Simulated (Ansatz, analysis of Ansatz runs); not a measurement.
# AlBO3 (R-3c), Na_i hop between voids (2.8 Å): attempt frequency at charge 0

Aim: the prefactor of a hop in AlBO3 (R-3c) (Na_i hop between voids (2.8 Å), charge 0) from the modes of the moving atom at the start and at the top of a path found beforehand. Model: a cell of 80 host atoms with 1 Na put in.

Main program and level: Ansatz 0.2.0; plane-wave PAW DFT, PBEsol; finite-difference force constants of the moving atom alone.

### 1. Starting point

The cell holds 81 atoms: 16 Al, 16 B, 48 O and 1 Na. Its edges and angles: a = 10.516 Å, b = 10.516 Å, c = 10.516 Å, α = 50.4°, β = 50.4°, γ = 50.4°. It derives from AlBO3 (space group R-3c). Nearest the centre at fractional (0.250, 0.250, 0.500): Na81 at 1.31 Å, O17 at 1.48 Å, O10 at 1.51 Å, B13 at 1.79 Å, B4 at 2.18 Å, O56 at 2.20 Å, Al31 at 2.28 Å, O49 at 2.28 Å.

The cell's shortest repeat is 9.0 Å.

### 2. Vibrations of the moving atom at the start point

Harmonic transition-state theory takes the prefactor from the modes at the minimum and at the top. Only the moving atom is displaced, by 0.02 Å, which takes six displaced runs and a reference; the host's atoms are held.

q0_M1.start.modes/input.yaml

```yaml
crystal:
  lattice:
    - [4.47530425, 2.58381811, 9.15826506]
    - [-4.47530425, 2.58381811, 9.15826506]
    - [0.0, -5.16763623, 9.15826506]
  atoms:
    - { symbol: Al, position: [-0.00018922, -0.00053441, 7.226e-05] }
    - { symbol: Al, position: [0.24008374, 0.23975465, 0.24037431] }
    - { symbol: B, position: [0.12359431, 0.12324373, 0.12385356] }
    - { symbol: B, position: [0.39742349, 0.39708962, 0.39769016] }
    - { symbol: O, position: [0.10953289, 0.47174675, 0.27661374] }
    - { symbol: O, position: [0.47211168, 0.27601193, 0.10976813] }
    - { symbol: O, position: [0.21881499, 0.37316719, 0.02417472] }
    - { symbol: O, position: [0.37351088, 0.02356844, 0.21908002] }
    - { symbol: O, position: [0.02390427, 0.2184683, 0.37377863] }
    - { symbol: O, position: [0.27633157, 0.10917305, 0.47235514] }
    - { symbol: Al, position: [-0.00203814, -0.00376816, 0.50178498] }
    - { symbol: Al, position: [0.24773837, 0.25212001, 0.75133425] }
    - { symbol: B, position: [0.12259924, 0.11951566, 0.62635696] }
    - { symbol: B, position: [0.37627838, 0.37344391, 0.87152788] }
    - { symbol: O, position: [0.1242739, 0.47164352, 0.78106204] }
    - { symbol: O, position: [0.47257254, 0.27707465, 0.63426477] }
    - { symbol: O, position: [0.22020434, 0.38405969, 0.53544578] }
    - { symbol: O, position: [0.37332073, 0.03043383, 0.71952485] }
    - { symbol: O, position: [0.0284407, 0.21963848, 0.87559733] }
    - { symbol: O, position: [0.27860821, 0.12271194, 0.97037595] }
    - { symbol: Al, position: [-0.00341226, 0.50117167, -0.0017758] }
    - { symbol: Al, position: [0.2524699, 0.75073651, 0.24798745] }
    - { symbol: B, position: [0.11987236, 0.62574509, 0.12286907] }
    - { symbol: B, position: [0.37379036, 0.87091773, 0.37654328] }
    - { symbol: O, position: [0.12306356, 0.96976079, 0.27886933] }
    - { symbol: O, position: [0.4719947, 0.78045356, 0.12453464] }
    - { symbol: O, position: [0.21998301, 0.87499558, 0.02869724] }
    - { symbol: O, position: [0.3844066, 0.53483586, 0.22047431] }
    - { symbol: O, position: [0.03078792, 0.71891287, 0.37358139] }
    - { symbol: O, position: [0.27741934, 0.6336513, 0.47283542] }
    - { symbol: Al, position: [-0.00625428, 0.50313326, 0.50621212] }
    - { symbol: Al, position: [0.24973664, 0.74866274, 0.75000795] }
    - { symbol: B, position: [0.12409079, 0.62621992, 0.62636945] }
    - { symbol: B, position: [0.37353613, 0.87671367, 0.87437625] }
    - { symbol: O, position: [0.12350013, 0.96752139, 0.7818793] }
    - { symbol: O, position: [0.47029886, 0.77814171, 0.62646906] }
    - { symbol: O, position: [0.21886164, 0.87329422, 0.52977905] }
    - { symbol: O, position: [0.37658816, 0.52941628, 0.72038783] }
    - { symbol: O, position: [0.02900908, 0.719779, 0.8753674] }
    - { symbol: O, position: [0.27831752, 0.6233943, 0.97254846] }
    - { symbol: Al, position: [0.50152011, -0.0023851, -0.0031517] }
    - { symbol: Al, position: [0.75108106, 0.24738002, 0.25272983] }
    - { symbol: B, position: [0.62610755, 0.12226329, 0.12011958] }
    - { symbol: B, position: [0.87125823, 0.37593433, 0.37406045] }
    - { symbol: O, position: [0.63399972, 0.47221659, 0.27768814] }
    - { symbol: O, position: [0.97011503, 0.27825721, 0.12332258] }
    - { symbol: O, position: [0.71926789, 0.37296894, 0.03104541] }
    - { symbol: O, position: [0.87534299, 0.0280879, 0.22024463] }
    - { symbol: O, position: [0.53518506, 0.21986662, 0.38468182] }
    - { symbol: O, position: [0.78080593, 0.12392032, 0.47225506] }
    - { symbol: Al, position: [0.50596556, -0.00662117, 0.50374929] }
    - { symbol: Al, position: [0.74974801, 0.24939306, 0.74927404] }
    - { symbol: B, position: [0.62610247, 0.12375068, 0.62682996] }
    - { symbol: B, position: [0.8741137, 0.3731882, 0.87732611] }
    - { symbol: O, position: [0.626222, 0.46995009, 0.77874206] }
    - { symbol: O, position: [0.97228333, 0.27796645, 0.6240027] }
    - { symbol: O, position: [0.72011662, 0.37624578, 0.53003002] }
    - { symbol: O, position: [0.87510319, 0.02865988, 0.72039406] }
    - { symbol: O, position: [0.52951671, 0.21851219, 0.87391844] }
    - { symbol: O, position: [0.78162821, 0.12314835, 0.96812715] }
    - { symbol: Al, position: [0.50349141, 0.5055905, -0.00600499] }
    - { symbol: Al, position: [0.74901491, 0.74939462, 0.25000631] }
    - { symbol: B, position: [0.62656725, 0.62575007, 0.12436267] }
    - { symbol: B, position: [0.87706931, 0.87376205, 0.37379752] }
    - { symbol: O, position: [0.62374224, 0.9719465, 0.27857845] }
    - { symbol: O, position: [0.96786661, 0.78126769, 0.12376439] }
    - { symbol: O, position: [0.72012942, 0.87475363, 0.02927711] }
    - { symbol: O, position: [0.87365509, 0.52917056, 0.2191245] }
    - { symbol: O, position: [0.5297611, 0.7197721, 0.37685762] }
    - { symbol: O, position: [0.77848619, 0.62586773, 0.4705586] }
    - { symbol: Al, position: [0.49942762, 0.49908879, 0.49970199] }
    - { symbol: Al, position: [0.74985755, 0.74950537, 0.75012406] }
    - { symbol: B, position: [0.624482, 0.6241346, 0.62473777] }
    - { symbol: B, position: [0.87482781, 0.87448078, 0.87509597] }
    - { symbol: O, position: [0.62527087, 0.96751015, 0.77965015] }
    - { symbol: O, position: [0.9678532, 0.77903346, 0.62554271] }
    - { symbol: O, position: [0.72326688, 0.871927, 0.52924823] }
    - { symbol: O, position: [0.87227567, 0.52863573, 0.72352701] }
    - { symbol: O, position: [0.52898471, 0.72291196, 0.87254115] }
    - { symbol: O, position: [0.77938743, 0.62492555, 0.96812307] }
    - { symbol: Na, position: [0.32603916, 0.3256311, 0.32628607] }
  symmetry: { detect: false }
basis:
  ecutwfc: 420
  xc_grid: 2
hamiltonian:
  xc: pbesol
kpoints:
  mp_grid: { grid: [1, 1, 1], shift: [0.25, 0.25, 0.25] }
magnetization:
  spin_polarized: true
  initial_magnetization: 1
  spin_locking: { lock_magnetization: hard }
scf:
  occupations: { method: fixed }
  max_iter: 120
phonons:
  supercell: [1, 1, 1]
  displaced_sites: [80]
  amplitude: 0.02
```

Started as:

```sh
$ ansatz run input.yaml --threads 4 --pin off --max-ram 14131MiB --backend cpu --events-out ev --progress --plain --runs-dir out
```

Log:

```text
Engine: ansatz 0.2.0, aarch64-unknown-linux-gnu
Pseudopotentials: kind: paw
Pseudopotential: Al, paw, valence charge 3, recommended cutoff 420 eV (normal), Al.paw.azcp
Pseudopotential: B, paw, valence charge 3, recommended cutoff 420 eV (normal), B.paw.azcp
Pseudopotential: O, paw, valence charge 6, recommended cutoff 420 eV (normal), O.paw.azcp
Pseudopotential: Na, paw, valence charge 9, recommended cutoff 420 eV (normal), Na.paw.azcp
Functional definition: PBEsol
  exchange = pbesol_x
  correlation = pbesol_c
Crystal: 81 atoms, lattice volume = 635.403 Å³
Basis set: ecut = 420 eV, 12439 PW (Γ), exchange–correlation on 144×144×144 points (8 copies of the dense FFT grid, shifted against one another)
Bands: 278, of which v1, the nominal top of the filled ones, is band 197 counted from 1 (196 counted from 0)
Symmetry: 1 space group operations
k-points: 1
Non-local potential: Al, projectors of the file, l = 0: 2, l = 1: 2, l = 2: 1
Non-local potential: B, projectors of the file, l = 0: 2, l = 1: 2, l = 2: 1
Non-local potential: O, projectors of the file, l = 0: 2, l = 1: 2, l = 2: 1
Non-local potential: Na, projectors of the file, l = 0: 3, l = 1: 2, l = 2: 1
PAW form: soft (Blöchl's): semilocal exchange-correlation on the pseudo side does not see the compensation charge
PAW frozen core: Al, regenerated for the run's functional, and the local potential with it (the file was generated under x = pbe(κ = 0.804, μ = 0.219515), c = pbe(β = 0.066725))
PAW frozen core: B, regenerated for the run's functional, and the local potential with it (the file was generated under x = pbe(κ = 0.804, μ = 0.219515), c = pbe(β = 0.066725))
PAW frozen core: O, regenerated for the run's functional, and the local potential with it (the file was generated under x = pbe(κ = 0.804, μ = 0.219515), c = pbe(β = 0.066725))
PAW frozen core: Na, regenerated for the run's functional, and the local potential with it (the file was generated under x = pbe(κ = 0.804, μ = 0.219515), c = pbe(β = 0.066725))
PAW one-centre angular grid: Al, 110 points (default); XC on 64 Gauss nodes
PAW one-centre angular grid: B, 110 points (default); XC on 64 Gauss nodes
PAW one-centre angular grid: O, 110 points (default); XC on 64 Gauss nodes
PAW one-centre angular grid: Na, 110 points (default); XC on 64 Gauss nodes
Initial density: superposition of atomic densities (chi_scale 0.1, normalization cell, long waves kept (reshape's long-wave potential 0.40 eV rms))
Starting moments: Σ|m| = 1 μB on 81 of 81 sites
Initial wavefunctions: pseudopotential atomic-orbital guess
Functional: x = pbesol(κ = 0.804, μ = 0.123457), c = pbesol(β = 0.046)
SCF 1 converged in 11 iterations: F = -39324.367765 eV  dr2 = 5.50e-9
  greatest PAW one-centre occupation: 1.006 electrons in one spin orbital (limit 2), on the Na atom at site 80 (counted from 0), in its partial waves of l = 1
a single point of the input's cell can leave the moments in the input for a lower state (scf.lower_state_search): this run first made a single point of its cell. [...]
Initial density: read from a saved state, or passed on in memory by an earlier SCF of this step, an earlier step, the calling program or the single point that the run made first
Stability of the state it starts from, as read at its close in the collinear treatment: not read negative (Ritz values of 1 − χ₀K, real part plus size of imaginary part, from 1.0 to 1.0, by its mixing steps under no symmetry); [...]
Starting moments: Σ|m| = 1 μB on 81 of 81 sites; this step starts from the density that it was given
iter 1 solved again at ethr=2.59e-8 eV; its pass at ethr=3.10e-3 eV (dr2=1.02e-4 eV) is discarded
SCF iter   1: F=—  HF=-39324.368187 eV  |F-HF|=—  |Δ(HF+E_count)|=         —  Δρ=6.47e-7 (↑6.47e-7 ↓5.29e-7)  dr2=5.75e-9  dr2_m=1.36e-10  M=1.000 μB ∫|m|=1.066 μB  β_m=0.30  ethr=2.59e-8  ⟨swp⟩=4.0  Hψ=3428  notcnv=0  defer=158
eigensolver tolerance schedule: the retry pair's looser diagonalisation over-reported the residual by 17673.19 of it (diagonalisation noise at 0.17 of the residual, at the tolerance the schedule requests for it); [...]
preconditioner: auto → Resta (q_TF=auto, 2.518 Å⁻¹)  ε∞=3.6  [insulator: Δε(μ)=1.012 eV  Ē_g=18.074 eV  n_scr=180 (ndim 8)  ℏωp=29.1 eV  f_vac=0.000  ε∞_Penn≈3.6]
spin=Collinear: Resta preconditioning applied to the charge; magnetization (m = ρ↑ − ρ↓) channel mixes plain (no charge-response kernel on spin).
SCF iter   2: F=—  HF=-39324.367765 eV  |F-HF|=—  |Δ(HF+E_count)|=   4.23e-4  Δρ=3.82e-7 (↑3.82e-7 ↓3.36e-7)  dr2=2.30e-9  dr2_m=4.73e-11  M=1.000 μB ∫|m|=1.066 μB  β_m=0.47  ethr=1.46e-12  ⟨swp⟩=3.5  Hψ=1076  notcnv=0  defer=157
SCF iter   3: F=-39324.367765 eV  HF=-39324.367765 eV  |F-HF|=2.91e-11  |Δ(HF+E_count)|=  2.84e-10  Δρ=1.62e-7 (↑1.62e-7 ↓1.50e-7)  dr2=5.41e-10  dr2_m=9.55e-12  M=1.000 μB ∫|m|=1.066 μB  ethr=1.00e-12  ⟨swp⟩=21.0  Hψ=3989  notcnv=0
SCF 2 converged in 3 iterations: F = -39324.367765 eV  dr2 = 5.41e-10
Initial density: handed on by an earlier stage of this run
Initial wavefunctions: those handed on with the density
iter 1 solved again at ethr=1.20e-6 eV; its pass at ethr=3.10e-3 eV (dr2=4.73e-3 eV) is discarded
[...]
SCF 4 converged in 7 iterations: F = -39324.364734 eV  dr2 = 9.75e-12
[...]
SCF 5 converged in 9 iterations: F = -39324.364741 eV  dr2 = 3.17e-11
[...]
SCF 6 converged in 7 iterations: F = -39324.364720 eV  dr2 = 9.27e-12
[...]
SCF iter   9: F=—  HF=-39324.361147 eV  |F-HF|=—  |Δ(HF+E_count)|=  7.28e-12  Δρ=8.09e-8 (↑8.09e-8 ↓8.00e-8)  dr2=1.18e-10  dr2_m=4.16e-14  M=1.000 μB ∫|m|=1.066 μB  β_m=0.72  ethr=1.00e-12  ⟨swp⟩=4.0  Hψ=1472  notcnv=0
SCF iter  10: F=-39324.361147 eV  HF=-39324.361147 eV  |F-HF|=0.00e0  |Δ(HF+E_count)|=  2.91e-11  Δρ=1.32e-8 (↑1.32e-8 ↓1.30e-8)  dr2=4.35e-12  dr2_m=2.28e-14  M=1.000 μB ∫|m|=1.066 μB  ethr=1.00e-12  ⟨swp⟩=3.0  Hψ=1246  notcnv=0
SCF 7 converged in 10 iterations: F = -39324.361147 eV  dr2 = 4.35e-12
iter 1 solved again at ethr=3.14e-9 eV; its pass at ethr=3.10e-3 eV (dr2=1.24e-5 eV) is discarded
SCF iter   1: F=—  HF=-39324.361249 eV  |F-HF|=—  |Δ(HF+E_count)|=         —  Δρ=4.42e-5 (↑4.27e-5 ↓4.42e-5)  dr2=1.39e-5  dr2_m=1.81e-8  M=1.000 μB ∫|m|=1.066 μB  β_m=0.30  ethr=3.14e-9  ⟨swp⟩=3.0  Hψ=1657  notcnv=0  defer=137
SCF iter   2: F=—  HF=-39324.361249 eV  |F-HF|=—  |Δ(HF+E_count)|=   3.57e-7  Δρ=3.00e-5 (↑2.89e-5 ↓3.00e-5)  dr2=6.15e-6  dr2_m=5.48e-9  M=1.000 μB ∫|m|=1.066 μB  β_m=0.57  ethr=3.14e-9  ⟨swp⟩=2.0  Hψ=611  notcnv=0  defer=137
SCF iter   3: F=—  HF=-39324.361251 eV  |F-HF|=—  |Δ(HF+E_count)|=   1.28e-6  Δρ=4.48e-6 (↑4.29e-6 ↓4.48e-6)  dr2=1.92e-7  dr2_m=3.29e-10  M=1.000 μB ∫|m|=1.066 μB  β_m=0.65  ethr=1.56e-9  ⟨swp⟩=2.0  Hψ=708  notcnv=0  defer=137
SCF iter   4: F=—  HF=-39324.361251 eV  |F-HF|=—  |Δ(HF+E_count)|=   1.43e-8  Δρ=9.89e-7 (↑9.10e-7 ↓9.89e-7)  dr2=1.78e-8  dr2_m=3.03e-11  M=1.000 μB ∫|m|=1.066 μB  β_m=0.62  ethr=4.88e-11  ⟨swp⟩=2.0  Hψ=803  notcnv=0  defer=137
SCF iter   5: F=—  HF=-39324.361251 eV  |F-HF|=—  |Δ(HF+E_count)|=   4.24e-9  Δρ=3.93e-7 (↑3.93e-7 ↓3.93e-7)  dr2=1.78e-9  dr2_m=1.44e-11  M=1.000 μB ∫|m|=1.066 μB  β_m=0.81  ethr=4.53e-12  ⟨swp⟩=2.0  Hψ=803  notcnv=0  defer=137
SCF iter   6: F=—  HF=-39324.361251 eV  |F-HF|=—  |Δ(HF+E_count)|=  3.86e-10  Δρ=8.35e-8 (↑8.35e-8 ↓8.05e-8)  dr2=1.30e-10  dr2_m=4.47e-13  M=1.000 μB ∫|m|=1.066 μB  β_m=0.73  ethr=1.00e-12  ⟨swp⟩=2.0  Hψ=708  notcnv=0  defer=137
SCF iter   7: F=-39324.361251 eV  HF=-39324.361251 eV  |F-HF|=0.00e0  |Δ(HF+E_count)|=  1.46e-11  Δρ=2.81e-8 (↑2.77e-8 ↓2.81e-8)  dr2=1.27e-11  dr2_m=4.69e-14  M=1.000 μB ∫|m|=1.066 μB  ethr=1.00e-12  ⟨swp⟩=3.5  Hψ=1351  notcnv=0
SCF 8 converged in 7 iterations: F = -39324.361251 eV  dr2 = 1.27e-11
SCF converged after 3 iterations
Magnetization: 1.0000 μB (197.0000 up, 196.0000 down)
Absolute magnetization: 1.0690 μB (∫|ρ↑−ρ↓|, with the PAW one-centre terms)
Spin contamination: 0.0026 ħ² per cell (⟨S²⟩ above its minimum at these occupations)
Per-site moments (μB) at R_I (Å): [(0.000813233, 0.791874), (0.000523555, 0.756877), (0.00052988, 0.569514), [... 78 left out ...]
Free energy (F): -39324.367765 eV
Harris-Foulkes:  -39324.367765 eV  (|F-HF|=2.91e-11)
Internal energy: -39324.367765 eV  (E = F + TS)
E sigma→0 (E₀):  -39324.367765 eV
Fermi energy:    12.315052 (↑ 12.315052, ↓ 7.407541) eV
--- Per-component energies (eV) ---
  E_band       = -97.877765
  E_kinetic    = 9883.641162
  E_local      = -17691.842863  (includes V_loc(G=0)·N_el)
  E_nonlocal   = 2781.444154
  E_hartree    = 6248.041220
  E_xc         = -4716.213593
  E_vxc        = -5667.332082  (∫ρ·V_xc dr)
  E_paw        = -16089.503138  (= ΣΔE_a)
  E_vpaw       = -1899.992874  (= ΣTr[D̂ρ^β])
  E_aug_tail   = 0.122658  (compensation charges beyond the density's cutoff)
  E_ewald      = -19742.347478
  E_core_change = 2.290113  (= ΣΔE_core)
  E_smearing   = -0.000000  (= −TS)
  E_closure    = -0.000000  (closes the sum)
  Σ components = -39324.367765   (vs F -39324.367765, Δ=0.00e0)
--- Forces (eV/Å), atoms counted from 1 ---
  atom   1  Al     0.00065587     0.00025775    -0.00086832
  atom   2  Al     0.00047866     0.00070962    -0.00161871
  [... 1 atom left out ...]
  atom   4  B     -0.00022454    -0.00017310     0.00124402
  [... 5 atoms left out ...]
  atom  10  O      0.00143170     0.00411009     0.00415711
  [... 2 atoms left out ...]
  atom  13  B      0.00018132    -0.00105538     0.00140666
  [... 3 atoms left out ...]
  atom  17  O     -0.00003725    -0.00014234     0.00068358
  atom  18  O      0.00062941    -0.00109514     0.00195518
  [... 12 atoms left out ...]
  atom  31  Al     0.00134566     0.00013711     0.00223313
  [... 17 atoms left out ...]
  atom  49  O      0.00100300    -0.00034073    -0.00041616
  [... 1 atom left out ...]
  atom  51  Al    -0.00156775     0.00078849     0.00225302
  [... 4 atoms left out ...]
  atom  56  O     -0.00208987    -0.00023392     0.00019828
  [... 24 atoms left out ...]
  atom  81  Na    -0.00131161     0.00065996    -0.00019986
  max |Σ_I F_I| component: 2.90e-6 eV/Å
--- Band table (eV) ---
  k-point 0 ↑: bands = ["-41.0348", "-13.9423", "-13.4828", "-13.4827", [... 270 left out ...] "20.9212", "21.0072", "21.0422", "21.1579"]
  k-point 0 ↓: bands = ["-41.0325", "-13.9280", "-13.4790", "-13.4789", [... 270 left out ...] "20.9534", "21.0328", "21.0549", "21.1756"]
--- Phonons: 6 displaced members + reference (amplitude 0.02 Å, Σ member SCF iterations 49) ---
  symmetry images taken by strict's conditions (phonons.symmetry_images: auto; settled by no image being taken that strict refuses)
  force constants formed among 1 of 81 sites (Na 80); the other 80 at rest. The modes move the named sites alone.
  the frequencies, the zero-point energy and the sums are of the block with the acoustic sum rule laid on its rows. Row sums over every site: 5.7e-5 eV/Å² at the most
  transpose residual: 5.1e-3 eV/Å²
  largest component of a force at the reference: 1.3e-3 eV/Å on a named site, 4.2e-3 eV/Å on a site at rest
  frequencies among the named sites at Γ of the cell (cm⁻¹): 423.60 423.67 623.18
  unstable modes among the named sites: 0
  frequencies as built, with no sum rule (cm⁻¹): 423.60 423.67 623.18
  zero-point energy: 0.091156 eV/cell   skipped modes (ω ≤ 0): 0
  not written: the harmonic force-constant file, the file of eigenvectors (these modes' are written with the force constants), the density of states and the dispersion, which are of every site
```

Run time: 2.4 min. Hardware: 4 threads of Arm Neoverse V1, shared host; peak memory 2.1 GiB.

Reading the cycles: dr2 is the Hartree energy of the density residual (eV), the measure of convergence; HF is the Harris–Foulkes estimate of the energy, which meets the free energy F at convergence.

Numbers from this step:

| Item | Value |
| --- | --- |
| free energy | -39324.3678 eV |
| total moment | 1 μB |
| integral of the absolute spin density | 1.069 μB |
| spin contamination | 0.002644 |
| frequencies of moving atom | 423.6, 423.7, 623.2 cm⁻¹ (negative: imaginary) |

The three modes are 424, 424 and 623 cm⁻¹: all real, a minimum for this atom with the others held.

[end of part 1 of 2]

[Long decimals in the printed logs are rounded to 6 places.]

[Repeated set-up lines and some long k-point lines are left out of the logs, and relaxed atomic positions are cut to six decimals.]

[Logs are printed without paths, hosts, clocks, repeated set-up lines and the standing remarks that a program may print on its own settings, such as how far it seeks lower states.]

[Hosts, paths, dates, database ids (printed as entryN), source tags and the programs' standing remarks are cut or masked in the printed files.]
